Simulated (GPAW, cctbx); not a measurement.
# By hand: from a DFT structure factor to an extinction distance in TlRhSe2

TlRhSe2, I-4m2 (no. 119), a = 3.8354 Å, b = 3.8354 Å, c = 13.5970 Å, α = 90.00°, β = 90.00°, γ = 90.00°.

```csv
atom,mult.,x,y,z
Tl1,2,0,0,0
Rh1,2,1/2,0,1/4
Se1,4,0,0,0.3556
```

The start was made by putting kin elements into a known structure type; the compound need not exist, or be stable, in this form.

A DFT run (GPAW, PBE, 450 eV, 5×5×5 k-points, Fermi–Dirac width 0.05 eV) gives the static X-ray structure factor of 004 as 120.608 e for the conventional cell; superposed free atoms give 120.964 e. **Problem.** Find the Fourier component V of the crystal potential and the two-beam extinction distance at 200 kV in both cases.

**1. Geometry**

The cell volume is Ω = 200.01 Å³ and d(004) = 3.3992 Å, so g = 1/d = 0.2942 Å⁻¹.

**2. The nuclei**

Electrons feel nuclei as well as electrons, so the nuclear charges are summed with the same phases.

Phase sums Σ exp(2πi h·x), turned so that the total is real and positive: Tl +2.000, Rh +2.000, Se -3.532. Then F_Z = 81 × (+2.000) + 45 × (+2.000) + 34 × (-3.532) = 131.90 e. The electron term has the same sign for this reflection.

**3. Mott–Bethe**

Poisson's equation, term by term, gives V = (e/4πε₀)(F_Z − F)/(πΩg²), with e/4πε₀ = 14.3996 V Å.

The prefactor is 14.3996 × 3.3992²/(π × 200.01) = 0.26478 V per electron. Free atoms: (131.90 − 120.964) × 0.26478 = 2.897 V. Crystal: (131.90 − 120.608) × 0.26478 = 2.991 V. F changes by -0.29 % and V by +3.3 %: the same 0.36 e is measured against F_Z − F = 10.9 e in place of F = 121.0 e.

**4. Extinction distance**

In the two-beam case ξ = 1/(λU) with U = 2γm₀eV/h², that is ξ = 150.41 V Å²/(γλV).

At 200 kV, λ = 0.02508 Å and γ = 1.3914. Free atoms: ξ = 1488 Å. Crystal: ξ = 1441 Å. The thickness fringes go as sin²(πt/ξ), so the two patterns slip by a quarter of a period when t|1/ξ₁ − 1/ξ₀| = 1/4, at t ≈ 1143 nm, thicker than usual samples. Thermal motion, absorption and many-beam coupling, left out here, change a real pattern.

**5. Answer**

V(004) is 2.99 V against 2.90 V, and ξ is 1441 against 1488 Å. Limits: static atoms, two beams.

[Outputs are excerpts: Python notices, other lines and further rows are left out; steps that failed or that the build refused (PBEsol, TPSS) are not shown.]

[Logs are printed without paths, hosts, clocks, repeated set-up lines and the standing remarks that a program may print on its own settings, such as how far it seeks lower states.]
